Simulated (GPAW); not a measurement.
# Optical response of SiO (model structure)

Aim: the dielectric function of SiO (model structure), and the optical constants that follow from it. The structure is a model built here, which may or may not match a known phase. It was built so: All S replaced by O and Sn replaced by Si in the Cmcm structure of SnS. The cell given below was relaxed beforehand with Ansatz.

Main program and level: GPAW 26.7.0; DFT, PBE, plane-wave PAW (GPAW data sets), scalar-relativistic, RPA, optical limit.

Most raw output is cut from this account.

### 1. Starting point

The structure is orthorhombic, space group Cmcm (No. 63). Conventional cell: a = 3.167 Å, b = 12.188 Å, c = 3.188 Å, α = 90.00°, β = 90.00°, γ = 90.00°. Nearest to Si lie 1 O at 1.75 Å. O has 1 Si at 1.75 Å nearest. All S replaced by O and Sn replaced by Si in the Cmcm structure of SnS. Farther neighbours and most contacts between anions are not listed.

### 2. Ground state

The self-consistent density comes first; it also tells whether there is a gap, which decides the occupations and the need for a Drude term.

This step: DFT, PBE, plane-wave PAW (GPAW data sets), scalar-relativistic, ground state (GPAW 26.7.0).

The input, gs.py:

```python
from ase import Atoms
from ase.dft.bandgap import bandgap
from gpaw import GPAW, PW, FermiDirac

atoms = Atoms(['Si', 'Si', 'O', 'O'],
              cell=[[1.58357831, -6.09418287, 0.00000000],
                    [1.58357831, 6.09418287, 0.00000000],
                    [0.00000000, 0.00000000, 3.18793247]],
              scaled_positions=[[0.15808777, 0.84191223, 0.75000000],
                                [0.84191223, 0.15808777, 0.25000000],
                                [0.30199077, 0.69800923, 0.75000000],
                                [0.69800923, 0.30199077, 0.25000000]],
              pbc=[True, True, True])
atoms.calc = GPAW(mode=PW(500), xc='PBE', kpts={'size': (7, 7, 7), 'gamma': True},
                  occupations=FermiDirac(0.05), maxiter=150, txt='gs.txt')
print('energy (eV)', atoms.get_potential_energy())
print('Fermi level (eV)', atoms.calc.get_fermi_level())
print('valence electrons', atoms.calc.get_number_of_electrons())
print('gap (eV)', bandgap(atoms.calc, output=None)[0])
print('direct gap (eV)', bandgap(atoms.calc, direct=True, output=None)[0])
atoms.calc.write('gs.gpw')
```

On the command line:

```
> OMP_NUM_THREADS=1 python gs.py
```

Wall time 2 min (1 thread of Arm Neoverse N1, shared host); peak memory 0.22 GiB.

This step gave:

* energy: -23.81 eV
* Fermi energy: 4.806 eV
* gap on the k-mesh: 1.795 eV
* direct gap on the mesh: 2.153 eV
* electrons: 20

There is a gap, 1.79 eV on this mesh (points off the mesh can give less), so no carriers' term is needed.

### 3. Bands for the response

The response needs many more empty bands than the density does.

This step: DFT, PBE, plane-wave PAW (GPAW data sets), scalar-relativistic, bands at fixed density (GPAW 26.7.0).

The input, nscf.py:

```python
from ase.dft.bandgap import bandgap
from gpaw import GPAW, FermiDirac

calc = GPAW('gs.gpw').fixed_density(kpts={'size': (8, 8, 8), 'gamma': True}, nbands=40, convergence={'bands': 34},
                                    occupations=FermiDirac(0.001), txt='nscf.txt')
print('gap (eV)', bandgap(calc, output=None)[0])
print('direct gap (eV)', bandgap(calc, direct=True, output=None)[0])
calc.write('full.gpw', mode='all')
```

On the command line:

```
> OMP_NUM_THREADS=1 python nscf.py
```

The job ended after 9.9 min (1 thread; peak memory 0.38 GiB).

Numbers from this step:

* gap on the k-mesh: 1.840 eV
* direct gap on the mesh: 2.247 eV

### 4. Dielectric function, RPA

Transitions between filled and empty bands, summed over the zone, give the optical response, so mesh, band count and broadening shape it.

The induced potential is part of this response.

This step: DFT, PBE, plane-wave PAW (GPAW data sets), scalar-relativistic, RPA, optical limit (GPAW 26.7.0).

The input, df.py:

```python
from gpaw.response.df import DielectricFunction

df = DielectricFunction('full.gpw', frequencies={'type': 'nonlinear', 'domega0': 0.03, 'omega2': 8},
                        ecut=80,
                        eta=0.1,
                        nbands=34,
                        txt='df.txt')
for direction in ['x', 'y', 'z']:
    df.get_dielectric_function(xc='RPA', direction=direction, filename=f'df_{direction}.csv')
```

On the command line:

```
> OMP_NUM_THREADS=1 python df.py
```

The job ended after 89 s (1 thread; peak memory 0.5 GiB).

Numbers from this step:

| Property | Result |
| --- | --- |
| electronic dielectric constant ε∞, mean over x, y and z (by symmetry where fewer were run) | 6.092 |
| centre of weight of the strongest loss peak in the window | 19.56 eV |

Some rows of df_x.csv (energy; Re and Im without local fields; Re and Im with them):

```text
0.000000, 8.184395, 0.000000, 7.146669, 0.000000
0.555532, 8.345744, 0.060343, 7.267133, 0.044933
1.143969, 8.955049, 0.158873, 7.717218, 0.116346
1.768324, 10.652600, 0.474390, 8.937635, 0.334996
2.431988, 12.009408, 3.514465, 9.664893, 2.399629
3.138794, 5.167334, 18.434319, 8.015436, 13.429763
3.893091, -0.711666, 3.738449, -0.367963, 4.114692
4.699832, 3.818186, 2.727806, 3.928817, 2.319103
5.564682, 7.738327, 5.799513, 7.553635, 4.279973
6.494155, -5.326372, 8.318733, -3.278576, 10.502466
7.495775, -2.431652, 1.766638, -3.124753, 2.062415
8.578281, 0.497112, 3.497444, 0.258753, 2.977978
9.751884, 0.427145, 2.827789, 0.489832, 2.429696
11.028587, -1.632963, 2.853737, -1.151625, 3.154945
12.422601, -0.525754, 1.249571, -0.474453, 1.256498
13.950874, -0.461910, 1.064256, -0.281477, 1.153323
15.633783, 0.054493, 0.695353, 0.084065, 0.762064
17.496047, 0.083862, 0.588127, 0.099734, 0.573077
19.567954, 0.041317, 0.326104, 0.033003, 0.423903
21.887015, 0.402035, 0.254326, 0.413448, 0.257431
```

The Im ε has structure finer than the step of the table below, so its rows give means over 0.5 eV, whole bins alone (the curve runs from 0 to 24.0 eV). Peaks (eV: height): E ∥ x 3.10: 13.7, 6.12: 13.3, 10.88: 3.89; E ∥ y 3.14: 2.70, 4.24: 3.31, 5.71: 8.10, 6.71: 4.24, 9.96: 2.61; E ∥ z 3.18: 15.5, 5.87: 12.7, 10.95: 3.41.

Sum at mesh points, not converged in k; values under the direct gap are tails of Lorentzian lines. Table of Im ε by photon energy; means over each step:

```
photon energy (eV)   E ∥ x   E ∥ y   E ∥ z
               0.5  0.0405  0.0101  0.0420
               1.0  0.0962  0.0224   0.100
               1.5   0.210  0.0416   0.223
               2.0   0.985  0.0966    1.17
               2.5    3.09   0.318    3.29
               3.0    9.89    1.75    9.87
               3.5    10.6    1.58    9.91
               4.0    3.93    2.59    4.45
               4.5    2.82    2.34    3.27
               5.0    3.05    1.83    3.27
               5.5    4.73    5.71    6.10
               6.0    11.9    4.55    12.0
               6.5    10.6    2.93    10.6
               7.0    6.07    2.67    5.24
               7.5    2.39    2.20    2.40
               8.0    1.72    1.75    1.85
               8.5    2.58    2.14    2.50
               9.0    2.45    1.77    2.39
               9.5    1.98    1.84    2.00
              10.0    2.62    2.36    2.66
              10.5    2.66    1.75    2.33
              11.0    3.24    1.39    3.03
              11.5    1.87    1.50    2.06
              12.0    1.22    1.57    1.31
              12.5    1.16    1.43    1.23
              13.0   0.801    1.79   0.797
              13.5    1.26    1.63    1.11
              14.0    1.18    1.49    1.08
              14.5   0.849    1.12   0.790
              15.0   0.853   0.884   0.729
              15.5   0.719   0.834   0.767
              16.0   0.755   0.926   0.842
              16.5   0.731    1.10   0.762
              17.0   0.766    1.08   0.740
              17.5   0.579    1.12   0.608
              18.0   0.615    1.02   0.577
              18.5   0.612    1.01   0.550
              19.0   0.491   0.735   0.486
              19.5   0.453   0.652   0.466
              20.0   0.306   0.552   0.309
              20.5   0.299   0.506   0.318
              21.0   0.257   0.506   0.292
              21.5   0.251   0.481   0.247
              22.0   0.259   0.464   0.273
              22.5   0.303   0.544   0.303
              23.0   0.272   0.561   0.272
              23.5   0.242   0.618   0.266
```

The reflectivity at normal incidence has structure finer than the step of the table below, so its rows give means over 0.5 eV, whole bins alone (the curve runs from 0 to 24.0 eV). Peaks (eV: height): E ∥ x 3.59: 42.7, 7.44: 62.2, 9.22: 28.1, 11.33: 41.5, 14.31: 26.5, 17.28: 19.1, 19.57: 19.6; E ∥ y 3.06: 19.0, 4.20: 18.2, 5.77: 35.4, 6.82: 25.4, 8.64: 14.9, 10.10: 16.2, 14.40: 16.1; E ∥ z 3.30: 44.5, 7.44: 62.1, 9.02: 31.4, 10.38: 30.1, 11.94: 44.0, 12.83: 37.1, 14.40: 28.5.

Sum at mesh points, not converged in k. Reflectivity at normal incidence against photon energy; means over each step:

| photon energy (eV) | E ∥ x (%) | E ∥ y (%) | E ∥ z (%) |
| --- | --- | --- | --- |
| 0.5 | 21.0 | 10.7 | 21.3 |
| 1.0 | 21.8 | 11.0 | 22.2 |
| 1.5 | 23.5 | 11.6 | 23.9 |
| 2.0 | 27.2 | 12.6 | 27.8 |
| 2.5 | 30.0 | 14.4 | 29.3 |
| 3.0 | 38.5 | 17.5 | 39.3 |
| 3.5 | 40.8 | 14.2 | 39.2 |
| 4.0 | 24.1 | 17.4 | 23.7 |
| 4.5 | 15.6 | 14.0 | 17.4 |
| 5.0 | 19.7 | 15.5 | 20.8 |
| 5.5 | 26.3 | 27.6 | 29.2 |
| 6.0 | 40.4 | 28.0 | 41.6 |
| 6.5 | 48.3 | 16.4 | 49.5 |
| 7.0 | 54.0 | 18.8 | 53.9 |
| 7.5 | 57.8 | 13.6 | 54.8 |
| 8.0 | 29.8 | 9.49 | 31.3 |
| 8.5 | 21.4 | 12.3 | 21.6 |
| 9.0 | 26.5 | 9.71 | 28.3 |
| 9.5 | 17.3 | 9.82 | 16.8 |
| 10.0 | 19.3 | 14.6 | 21.0 |
| 10.5 | 21.9 | 12.9 | 23.7 |
| 11.0 | 32.3 | 8.65 | 28.0 |
| 11.5 | 40.0 | 8.10 | 36.1 |
| 12.0 | 37.5 | 9.59 | 38.7 |
| 12.5 | 30.1 | 8.09 | 31.0 |
| 13.0 | 24.7 | 10.9 | 30.3 |
| 13.5 | 15.8 | 12.5 | 16.7 |
| 14.0 | 24.2 | 12.8 | 23.3 |
| 14.5 | 24.3 | 13.4 | 25.6 |
| 15.0 | 19.4 | 7.57 | 16.6 |
| 15.5 | 17.1 | 5.30 | 13.8 |
| 16.0 | 15.7 | 4.88 | 14.6 |
| 16.5 | 13.2 | 7.13 | 15.3 |
| 17.0 | 16.9 | 6.70 | 15.7 |
| 17.5 | 15.6 | 8.69 | 17.5 |
| 18.0 | 11.9 | 8.44 | 12.5 |
| 18.5 | 15.8 | 10.9 | 16.2 |
| 19.0 | 14.2 | 9.57 | 11.6 |
| 19.5 | 17.0 | 8.04 | 16.6 |
| 20.0 | 13.0 | 6.18 | 12.6 |
| 20.5 | 10.6 | 4.69 | 9.04 |
| 21.0 | 7.96 | 3.87 | 8.40 |
| 21.5 | 6.00 | 3.54 | 6.54 |
| 22.0 | 4.75 | 2.49 | 4.88 |
| 22.5 | 4.79 | 2.95 | 4.97 |
| 23.0 | 4.94 | 3.04 | 4.96 |
| 23.5 | 4.31 | 4.11 | 4.61 |

The Im ε, E ∥ x has structure finer than the step of the table below, so its rows give means over 0.5 eV, whole bins alone (the curve runs from 0 to 24.0 eV). Peaks (eV: height): without local fields 3.06: 19.8, 6.18: 14.2, 10.88: 4.00; with local fields 3.10: 13.7, 6.12: 13.3, 10.88: 3.89.

Sum at mesh points, not converged in k; values under the direct gap are tails of Lorentzian lines. Table of Im ε, E ∥ x by photon energy; means over each step:

```csv
photon energy (eV),without local fields,with local fields
0.5,0.0544,0.0405
1.0,0.131,0.0962
1.5,0.292,0.210
2.0,1.43,0.985
2.5,5.02,3.09
3.0,15.1,9.89
3.5,11.4,10.6
4.0,3.83,3.93
4.5,3.26,2.82
5.0,3.71,3.05
5.5,6.31,4.73
6.0,12.8,11.9
6.5,9.11,10.6
7.0,4.07,6.07
7.5,1.97,2.39
8.0,1.69,1.72
8.5,2.98,2.58
9.0,2.69,2.45
9.5,2.26,1.98
10.0,2.94,2.62
10.5,2.98,2.66
11.0,3.15,3.24
11.5,1.72,1.87
12.0,1.14,1.22
12.5,1.14,1.16
13.0,0.847,0.801
13.5,1.35,1.26
14.0,1.07,1.18
14.5,0.773,0.849
15.0,0.755,0.853
15.5,0.637,0.719
16.0,0.709,0.755
16.5,0.733,0.731
17.0,0.696,0.766
17.5,0.584,0.579
18.0,0.633,0.615
18.5,0.543,0.612
19.0,0.422,0.491
19.5,0.362,0.453
20.0,0.261,0.306
20.5,0.261,0.299
21.0,0.231,0.257
21.5,0.240,0.251
22.0,0.257,0.259
22.5,0.285,0.303
23.0,0.247,0.272
23.5,0.219,0.242
```

The loss function −Im 1/ε at q → 0 has structure finer than the step of the table below, so its rows give means over 0.5 eV, whole bins alone (the curve runs from 0 to 24.0 eV). Peaks (eV: height): E ∥ x 9.35: 0.638, 13.08: 1.42, 15.34: 1.52, 17.39: 1.74, 19.81: 2.88; E ∥ y 6.33: 0.378, 7.10: 0.488, 8.77: 0.473, 10.74: 0.575, 14.59: 1.01, 19.57: 1.24; E ∥ z 9.35: 0.645, 13.17: 1.32, 14.77: 1.52, 17.72: 1.91, 18.74: 2.14, 19.69: 2.67.

Sum at mesh points, not converged in k; values under the direct gap are tails of Lorentzian lines. The loss function −Im 1/ε at q → 0 by energy loss; means over each step:

```
energy loss (eV)    E ∥ x    E ∥ y    E ∥ z
             0.5   7.7e-4   6.6e-4   7.7e-4
             1.0  0.00166  0.00142  0.00167
             1.5  0.00300  0.00244  0.00306
             2.0  0.00878  0.00486  0.00970
             2.5   0.0233   0.0128   0.0275
             3.0   0.0414   0.0555   0.0345
             3.5   0.0914   0.0741    0.106
             4.0    0.224   0.0906    0.193
             4.5    0.153    0.133    0.149
             5.0   0.0816   0.0730   0.0759
             5.5   0.0630   0.0838   0.0605
             6.0   0.0644    0.236   0.0749
             6.5   0.0906    0.271   0.0856
             7.0    0.112    0.368    0.122
             7.5    0.177    0.389    0.197
             8.0    0.486    0.373    0.451
             8.5    0.391    0.347    0.406
             9.0    0.398    0.385    0.404
             9.5    0.494    0.352    0.491
            10.0    0.374    0.351    0.374
            10.5    0.375    0.521    0.427
            11.0    0.279    0.540    0.311
            11.5    0.369    0.439    0.379
            12.0    0.565    0.490    0.520
            12.5    0.713    0.482    0.659
            13.0     1.12    0.437     1.03
            13.5    0.788    0.561    0.918
            14.0    0.802    0.628    0.879
            14.5     1.11    0.879     1.19
            15.0     1.16    0.873     1.37
            15.5     1.38    0.736     1.27
            16.0     1.32    0.601     1.17
            16.5     1.31    0.657     1.30
            17.0     1.31    0.641     1.34
            17.5     1.68    0.732     1.65
            18.0     1.48    0.796     1.59
            18.5     1.62    0.911     1.81
            19.0     1.89     1.15     1.75
            19.5     2.19     1.18     2.13
            20.0     2.33     1.13     2.27
            20.5     2.00    0.991     1.76
            21.0     1.57    0.877     1.66
            21.5     1.22    0.843     1.31
            22.0     1.02    0.678     1.06
            22.5     1.07    0.705     1.10
            23.0     1.07    0.705     1.08
            23.5    0.928    0.812     1.01
```

Optical constants at common wavelengths, from n + ik = √ε:

```csv
wavelength (nm),n x,k x,R (%) x,1/α x,n y,k y,R (%) y,1/α y
800,2.89,0.038,23.6,1.7 µm,2.03,0.011,11.6,6.0 µm
450,3.64,0.744,34.1,48 nm,2.33,0.124,16.1,289 nm
405,3.83,1.690,41.5,19 nm,2.42,0.496,19.0,65 nm
365,2.76,1.993,39.1,15 nm,2.01,0.376,12.7,77 nm
308,1.56,0.995,17.3,25 nm,2.18,0.602,16.8,41 nm
248,2.31,0.671,19.0,29 nm,2.16,0.417,15.0,47 nm
193,2.23,2.683,49.4,5.7 nm,1.43,0.757,11.8,20 nm
```

Below the direct gap, k and the depth come from the tails of the Lorentzian lines, not from transitions.

Rows near the edge hang on the gap, which this functional as a rule makes too small, and phonon-assisted absorption is left out.

### 5. Results

```json
{
  "electronic dielectric constant ε∞, mean over x, y and z (by symmetry where fewer were run) (RPA)": "6.09",
  "centre of weight of the strongest loss peak in the window, first axis": "19.6 eV"
}
```

In words: At this level (PBE, RPA) SiO has a mean ε∞ = 6.09 and n = 2.72 at 1550 nm (E ∥ x). On the mesh the gap is 1.84 eV and the least direct gap 2.25 eV, so on this mesh the band edges lie at different points. Local fields change the static value along x from 8.18 to 7.15 (-13 %). The static values by axis are 7.15 (x), 3.86 (y), 7.27 (z). Excitons and phonon-assisted transitions are missing; PBE gaps are as a rule too small, which pulls the onset down and ε∞ up. The curves end at 24 eV, about where the summed bands run out. In this version of GPAW the matrix elements of the optical limit are incomplete, which can lower ε − 1 by up to a tenth where first-row anions or d states rule, and shift it by more in d metals. The sum runs over mesh points 0.26 Å⁻¹ apart with no interpolation, so peaks are partly noise of the mesh and static values carry its error.

[Machine, clock and banner lines and Python warnings are left out of the logs.]

[Logs are printed without paths, hosts, clocks, repeated set-up lines and the standing remarks that a program may print on its own settings, such as how far it seeks lower states.]

[Hosts, paths, dates, database ids (printed as entryN), source tags and the programs' standing remarks are cut or masked in the printed files.]
